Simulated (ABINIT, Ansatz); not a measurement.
# Lattice dynamics of Nb (Im-3m) in two programs, part 2 of 4

Aim: the phonon dispersion of Nb (Im-3m), checked by a second program.

ABINIT 10.8.3; DFT LDA, scalar-relativistic, plane waves, PseudoDojo norm-conserving pseudopotentials.

So far. Step 3 (Relaxing the cell and atoms): The volume changes by -4.6 % in this run and stands -4.6 % from the first cell. Step 4 (Self-consistent run for the response): The cell stands at -0.61 GPa: the relaxation ran with a smoothed and higher cutoff, and the difference is a stress of the finite basis. The relaxed cell has a = 3.249 Å (conventional setting).

## 5. Linear response at Γ

At q = 0 one unit cell holds all displacements. The response is solved for single atoms along the cell's directions, and symmetry skips those that follow from others. The crystal is treated as a metal, which screens a static field, so no field response is asked.

dfpt_gamma.abi reads:

```

# common to the responses
getwfk_filepath "gso_WFK"
kptopt 2
nqpt 1
qpt 0.0 0.0 0.0
asr 0
chneut 0

# displacements
rfphon 1
rfatpol 1 1
rfdir 1 1 1
tolvrs 1.0d-10
prtwf 0

# basis, mesh and filling
ecut 37.0
ngkpt 16 16 16
nshiftk 1
shiftk 0.0 0.0 0.0
istwfk *1
occopt 7
tsmear 0.01
nband 12
nstep 100
diemac 1000000.0
prtebands 0
prtgsr 0
useylm 1

# cell and atoms
acell 3*1.0 Angstrom
rprim 
    -1.624635715 1.624635715 1.624635715
    1.624635715 -1.624635715 1.624635715
    1.624635715 1.624635715 -1.624635715
ntypat 1
znucl 41
natom 1
typat 1
xred 
    0.0 0.0 0.0
pp_dirpath "./pseudo"
pseudos "Nb.upf"
```

Command:

```console
OMP_NUM_THREADS=1 mpirun -n 4 abinit dfpt_gamma.abi > dfpt_gamma.log
```

Numbers of over 12 decimals in the logs are rounded to 6 here.

dfpt_gamma.abo, the main output file:

```text
[banners, grids, parts of the stress and lines that vanish by symmetry left out]
- input  file    -> dfpt_gamma.abi
- output file    -> dfpt_gamma.abo
- root for input  files -> dfpt_gammai
- root for output files -> dfpt_gammao

 Symmetries : space group Im -3 m (#229); Bravais cI (body-center cubic)
================================================================================
 Values of the parameters that define the memory need of the present run (RF).
     intxc =       0      iscf =       7    lmnmax =      18     lnmax =       6
     mgfft =      30  mpssoang =       3    mqgrid =    3001     natom =       1
  nloc_mem =       1    nspden =       1   nspinor =       1    nsppol =       1
      nsym =      48    n1xccc =    2501    ntypat =       1    occopt =       7
   xclevel =       1
-    mband =          12        mffmem =           1         mkmem =         513
-   mkqmem =         513        mk1mem =         513           mpw =        1264
      nfft =       27000          nkpt =        2052
- my_mband =          12
================================================================================
================================================================================

--------------------------------------------------------------------------------
------------- Echo of variables that govern the present computation ------------
--------------------------------------------------------------------------------
-
- outvars: echo of selected default values
-   iomode0 =  0 , fftalg0 =312 , wfoptalg0 =  0
-
- outvars: echo of global parameters not present in the input file
-  max_nthreads =    1
-
 -outvars: echo values of preprocessed input variables --------
            acell      1.8897261259E+00  1.8897261259E+00  1.8897261259E+00 Bohr
              amu      9.29063800E+01
              asr           0
           chneut           0
             ecut      3.70000000E+01 Hartree
-          fftalg         312
           istwfk        1    0    0    0    0    0    0    0    1    0
                         0    0    0    0    0    0    0    0    0    0
                         0    0    0    0    0    0    0    0    0    0
                         0    0    0    0    0    0    0    0    0    0
                         0    0    0    0    0    0    0    0    0    0
                       outvar_i_n : Printing only first  50 k-points.
              ixc       -1012
              kpt      0.00000000E+00  0.00000000E+00  0.00000000E+00
                       6.25000000E-02  0.00000000E+00  0.00000000E+00
                       1.25000000E-01  0.00000000E+00  0.00000000E+00
                       1.87500000E-01  0.00000000E+00  0.00000000E+00
                       [...]
                       outvar_i_n : Printing only first  50 k-points.
           kptopt           2
         kptrlatt       16    0    0      0   16    0      0    0   16
          kptrlen      8.50815658E+01
P           mkmem         513
P          mkqmem         513
P          mk1mem         513
            natom           1
            nband          12
           nbdbuf           2
            ngfft          30      30      30
             nkpt        2052
             nqpt           1
            nstep         100
             nsym          48
           ntypat           1
              occ      2.000000  2.000000  2.000000  2.000000  2.000000  2.000000
                       1.000000  0.000000  0.000000  0.000000  0.000000  0.000000
                       2.000000  2.000000  2.000000  2.000000  2.000000  2.000000
                       1.000000  0.000000  0.000000  0.000000  0.000000  0.000000
                       [...]
                       prtocc : prtvol=0, do not print more k-points.
           occopt           7
        optdriver           1
        prtebands           0
           prtgsr           0
           prtpot           1
            prtwf           0
           rfphon           1
            rprim     -1.6246357150E+00  1.6246357150E+00  1.6246357150E+00
                       1.6246357150E+00 -1.6246357150E+00  1.6246357150E+00
                       1.6246357150E+00  1.6246357150E+00 -1.6246357150E+00
          spgroup         229
           symrel      1  0  0   0  1  0   0  0  1      -1  0  0   0 -1  0   0  0 -1
                      -1 -1 -1   0  0  1   0  1  0       1  1  1   0  0 -1   0 -1  0
                       0  1  0   1  0  0  -1 -1 -1       0 -1  0  -1  0  0   1  1  1
                       0  0  1  -1 -1 -1   1  0  0       0  0 -1   1  1  1  -1  0  0
                       [...]
           tolvrs      1.00000000E-10
            typat      1
           useylm           1
              wtk        0.00024    0.00049    0.00049    0.00049    0.00049    0.00049
                         0.00049    0.00049    0.00024    0.00049    0.00049    0.00049
                         0.00049    0.00049    0.00049    0.00049    0.00049    0.00049
                         0.00049    0.00049    0.00049    0.00049    0.00049    0.00049
                       [...]
                       outvars : Printing only first  50 k-points.
            znucl       41.00000

================================================================================

 chkinp: Checking input parameters for consistency.

================================================================================
== DATASET  1 ==================================================================
-   mpi_nproc: 4, omp_nthreads: 1 (-1 if OMP is not activated)

--- !DatasetInfo
iteration_state: {dtset: 1, }
dimensions: {natom: 1, nkpt: 2052, mband: 12, nsppol: 1, nspinor: 1, nspden: 1, mpw: 1264, }
cutoff_energies: {ecut:  37.0, pawecutdg:  -1.0, }
electrons: {nelect:   1.30000000E+01, charge:   0.00000000E+00, occopt:   7.00000000E+00, tsmear:   1.00000000E-02, }
meta: {optdriver: 1, rfphon: 1, }
...

 mkfilename: getwfk from: gso_WFK

 Real(R)+Recip(G) space primitive vectors, cartesian coordinates (Bohr,Bohr^-1):
 R(1)= -3.0701166  3.0701166  3.0701166  G(1)=  0.0000000  0.1628603  0.1628603
 R(2)=  3.0701166 -3.0701166  3.0701166  G(2)=  0.1628603  0.0000000  0.1628603
 R(3)=  3.0701166  3.0701166 -3.0701166  G(3)=  0.1628603  0.1628603  0.0000000
 Unit cell volume ucvol=  1.1575095E+02 bohr^3
 Angles (23,13,12)=  1.09471221E+02  1.09471221E+02  1.09471221E+02 degrees
 setup1 : take into account q-point for computing boxcut.

 getcut: wavevector=  0.0000  0.0000  0.0000  ngfft=  30  30  30
         ecut(hartree)=     37.000   => boxcut(ratio)=   2.06034

--- Pseudopotential description ------------------------------------------------
- pspini: atom type   1  psp file is ./pseudo/Nb.upf

   2.03025273E+02                                ecore*ucvol(ha*bohr**3)
--------------------------------------------------------------------------------

 ==>  initialize data related to q vector <==

 The list of irreducible perturbations for this q vector is:
    1)    idir= 1    ipert=   1

================================================================================

 The perturbation idir=   2  ipert=   1 is
 symmetric of a previously calculated perturbation.
 So, its SCF calculation is not needed.

 The perturbation idir=   3  ipert=   1 is
 symmetric of a previously calculated perturbation.
 So, its SCF calculation is not needed.

--------------------------------------------------------------------------------
 Perturbation wavevector (in red.coord.)   0.000000  0.000000  0.000000
 Perturbation : displacement of atom   1   along direction   1
 Found     6 symmetries that leave the perturbation invariant.
 symkpt : the number of k-points, thanks to the symmetries,
 is reduced to   417 .

--------------------------------------------------------------------------------

--------------------------------------------------------------------------------

 dfpt_looppert : total number of electrons, from k and k+q
  fully or partially occupied states are    1.300000E+01 and    1.300000E+01.
 Initialisation of the first-order wave-functions :
  ireadwf=   0

--- !BeginCycle
iteration_state: {dtset: 1, }
solver: {iscf: 7, nstep: 100, nline: 4, wfoptalg: 0, }
tolerances: {tolvrs: 1.00E-10, }
...

     iter   2DEtotal(Ha)        deltaE(Ha) residm    vres2
-ETOT  1  0.529508     -1.532E+03 7.965E+00 5.999E+02
 ETOT  2  1.04620882384268E-02 -5.190E-01 4.104E-02 1.662E+01
 ETOT  3  1.21015162875437E-04 -1.034E-02 7.129E-04 1.594E+00
 ETOT  4 -6.32755545467489E-04 -7.538E-04 1.128E-04 1.247E-03
 ETOT  5 -6.33447675483012E-04 -6.921E-07 8.211E-06 6.130E-06
 ETOT  6 -6.33450252763623E-04 -2.577E-09 5.309E-07 1.190E-08
 ETOT  7 -6.33450247761402E-04  5.002E-12 6.350E-08 8.368E-11

 At SCF step    7       vres2   =  8.37E-11 < tolvrs=  1.00E-10 =>converged.
================================================================================

 ----iterations are completed or convergence reached----

 Mean square residual over all n,k,spin=   32.311E-12; max=  63.500E-09

 Thirteen components of 2nd-order total energy (hartree) are
 1,2,3: 0th-order hamiltonian combined with 1st-order wavefunctions
     kin0=   1.21688418E+03 eigvalue=   5.14350405E+01  local=  -9.52229124E+02
 4,5,6: 1st-order hamiltonian combined with 1st and 0th-order wfs
 loc psp =  -1.37451375E+03  Hartree=   3.51147155E+02     xc=  -8.11105462E+01
 note that "loc psp" includes a xc core correction that could be resolved
 7,8,9: eventually, occupation + non-local contributions
    edocc=   2.11185428E+02     enl0=   7.35008940E+02   enl1=  -1.69012840E+03
 1-9 gives the relaxation energy (to be shifted if some occ is /=2.0)
   erelax=  -1.53232108E+03
 10,11,12 Non-relaxation  contributions : frozen-wavefunctions and Ewald
 fr.local=   6.82084289E+02 fr.nonlo=   8.45064040E+02  Ewald=   0.00000000E+00
 13,14 Frozen wf xc core corrections (1) and (2)
 frxc 1  =  -1.30159265E+02  frxc 2 =   1.35331379E+02
 Resulting in :
 2DEtotal=   -0.6334502478E-03 Ha. Also 2DEtotal=   -0.172370593594E-01 eV
    (2DErelax=   -1.5323210757E+03 Ha. 2DEnonrelax=    1.5323204422E+03 Ha)
    (  non-var. 2DEtotal :   -6.3302399943E-04 Ha)

================================================================================

 ---- first-order wavefunction calculations are completed ----

 ==> Compute Derivative Database <==

  2nd-order matrix (non-cartesian coordinates, masses not included,
   asr not included )
     j1       j2             matrix element
  dir pert dir pert     real part     imaginary part

   1    1   1    1        -0.0006330250         0.0000000000
   1    1   2    1         0.0002110083         0.0000000000
   1    1   3    1         0.0002110083         0.0000000000
   1    1   2    3         0.0000000000         0.0000000000
   1    1   3    3         0.0000000000         0.0000000000

   2    1   1    1         0.0002110083         0.0000000000
   2    1   2    1        -0.0006330250         0.0000000000
   2    1   3    1         0.0002110083         0.0000000000
   2    1   1    3         0.0000000000         0.0000000000
   2    1   3    3         0.0000000000         0.0000000000

   3    1   1    1         0.0002110083         0.0000000000
   3    1   2    1         0.0002110083         0.0000000000
   3    1   3    1        -0.0006330250         0.0000000000
   3    1   1    3         0.0000000000         0.0000000000
   3    1   2    3         0.0000000000         0.0000000000

   1    3   2    1         0.0000000000         0.0000000000
   1    3   3    1         0.0000000000         0.0000000000

   2    3   1    1         0.0000000000         0.0000000000
   2    3   3    1         0.0000000000         0.0000000000

   3    3   1    1         0.0000000000         0.0000000000
   3    3   2    1         0.0000000000         0.0000000000

  Dynamical matrix, in cartesian coordinates,
   if specified in the inputs, asr has been imposed
     j1       j2             matrix element
  dir pert dir pert     real part    imaginary part

   1    1   1    1        -0.0000223867         0.0000000000
   1    1   2    1        -0.0000000000         0.0000000000
   1    1   3    1        -0.0000000000         0.0000000000

   2    1   1    1        -0.0000000000         0.0000000000
   2    1   2    1        -0.0000223867         0.0000000000
   2    1   3    1        -0.0000000000         0.0000000000

   3    1   1    1        -0.0000000000         0.0000000000
   3    1   2    1        -0.0000000000         0.0000000000
   3    1   3    1        -0.0000223867         0.0000000000

  Phonon wavevector (reduced coordinates) :  0.00000  0.00000  0.00000
 Phonon energies in Hartree :
  -1.149720E-05 -1.149720E-05 -1.149720E-05
 Phonon frequencies in cm-1    :
- -2.523344E+00 -2.523344E+00 -2.523344E+00

== END DATASET(S) ==============================================================
================================================================================

 -outvars: echo values of variables after computation
            acell      1.8897261259E+00  1.8897261259E+00  1.8897261259E+00 Bohr
           etotal     -6.3345024776E-04
            fcart      0.0000000000E+00  0.0000000000E+00  0.0000000000E+00
           strten      0.0000000000E+00  0.0000000000E+00  0.0000000000E+00
================================================================================
```

The job ended after 31 s (4 MPI ranks of Arm Neoverse V2, shared host).

With one atom there are acoustic modes alone, which should vanish; they come out at 2.52 cm⁻¹ in size, the error that the sum rule removes later.

## 6. Modes with the sum rule

anaddb reads the merged derivatives and imposes the acoustic sum rule.

anaddb.abi reads:

```
ddb_filepath "gamma_DDB"
output_file "anaddb.abo"
outdata_prefix "anaddb"
asr 1
chneut 1
enunit 2
eivec 1
nph1l 1
qph1l 0.0 0.0 0.0 1.0
```

mrgddb.in reads:

```
gamma_DDB
merged
2
dfpt_gammao_DDB
gso_DDB
```

Command:

```console
mrgddb < mrgddb.in > mrgddb.log
OMP_NUM_THREADS=1 anaddb anaddb.abi > anaddb.log
```

anaddb.abo, the main output file:

```text
-outvars_anaddb: echo values of input variables ----------------------

 Miscellaneous information :
      enunit         2
       eivec         1
         asr         1
 First list of wavevector (reduced coord.) :
       nph1l         1
       qph1l
                     0.00000000E+00  0.00000000E+00  0.00000000E+00    1.000E+00

================================================================================

 read the DDB information and perform some checks

  ==== Info on the Cryst% object ====
 Real(R)+Recip(G) space primitive vectors, cartesian coordinates (Bohr,Bohr^-1):
 R(1)= -3.0701166  3.0701166  3.0701166  G(1)=  0.0000000  0.1628603  0.1628603
 R(2)=  3.0701166 -3.0701166  3.0701166  G(2)=  0.1628603  0.0000000  0.1628603
 R(3)=  3.0701166  3.0701166 -3.0701166  G(3)=  0.1628603  0.1628603  0.0000000
 Unit cell volume ucvol=  1.1575095E+02 bohr^3
 Angles (23,13,12)=  1.09471221E+02  1.09471221E+02  1.09471221E+02 degrees
 Time-reversal symmetry is present
 Reduced atomic positions [iatom, xred, symbol]:
    1)    0.0000000  0.0000000  0.0000000  Nb

 DDB file with 3 blocks has been read.

================================================================================

 Treat the first list of vectors

  Phonon wavevector (reduced coordinates) :  0.00000  0.00000  0.00000
 Phonon energies in Hartree :
   0.000000E+00  0.000000E+00  0.000000E+00
 Phonon energies in meV     :
-  0.000000E+00  0.000000E+00  0.000000E+00
 Phonon frequencies in cm-1    :
-  0.000000E+00  0.000000E+00  0.000000E+00
 Phonon frequencies in Thz     :
-  0.000000E+00  0.000000E+00  0.000000E+00
 Phonon energies in Kelvin  :
-  0.000000E+00  0.000000E+00  0.000000E+00

 Eigendisplacements
 (will be given, for each mode : in cartesian coordinates
   for each atom the real part of the displacement vector,
   then the imaginary part of the displacement vector - absolute values smaller than 1.0d-7 are set to zero)
  Mode number    1   Energy    0.000000E+00
 Attention : low frequency mode.
   (Could be unstable or acoustic mode)
-  1  0.00000000E+00  0.00000000E+00  2.42994912E-03
-     0.00000000E+00  0.00000000E+00  0.00000000E+00
  Mode number    2   Energy    0.000000E+00
 Attention : low frequency mode.
   (Could be unstable or acoustic mode)
-  1  0.00000000E+00  2.42994912E-03  0.00000000E+00
-     0.00000000E+00  0.00000000E+00  0.00000000E+00
  Mode number    3   Energy    0.000000E+00
 Attention : low frequency mode.
   (Could be unstable or acoustic mode)
-  1  2.42994912E-03  0.00000000E+00  0.00000000E+00
-     0.00000000E+00  0.00000000E+00  0.00000000E+00

 Analysis of degeneracies and characters (maximum tolerance=1.00E-06 a.u.)
 For each vibration mode, or group of modes if degenerate,
 the characters are given for each symmetry operation (see the list in the log file).
 Symmetry characters of vibration mode #   1
       degenerate with vibration modes #   2 to    3
  3.0 -3.0 -1.0  1.0 -1.0  1.0 -1.0  1.0  1.0 -1.0 -1.0  1.0  1.0 -1.0 -1.0  1.0
  0.0 -0.0 -0.0  0.0  0.0 -0.0 -0.0  0.0  1.0 -1.0 -1.0  1.0 -1.0  1.0  1.0 -1.0
  0.0 -0.0 -0.0  0.0  0.0 -0.0 -0.0  0.0  1.0 -1.0  1.0 -1.0 -1.0  1.0 -1.0  1.0
-
```

Elapsed: 0.49 s, on 1 thread.

Zone-centre frequencies as printed; negative means imaginary. Modes:

```tsv
mode	frequency (cm⁻¹)
1	0
2	0
3	0
```

(Continued in part 3 of 4.)

[Host names and launcher messages were left out of these logs when they were recorded.]

[Logs are printed without paths, hosts, clocks, repeated set-up lines and the standing remarks that a program may print on its own settings, such as how far it seeks lower states.]

[Hosts, paths, dates, database ids (printed as entryN), source tags and the programs' standing remarks are cut or masked in the printed files.]
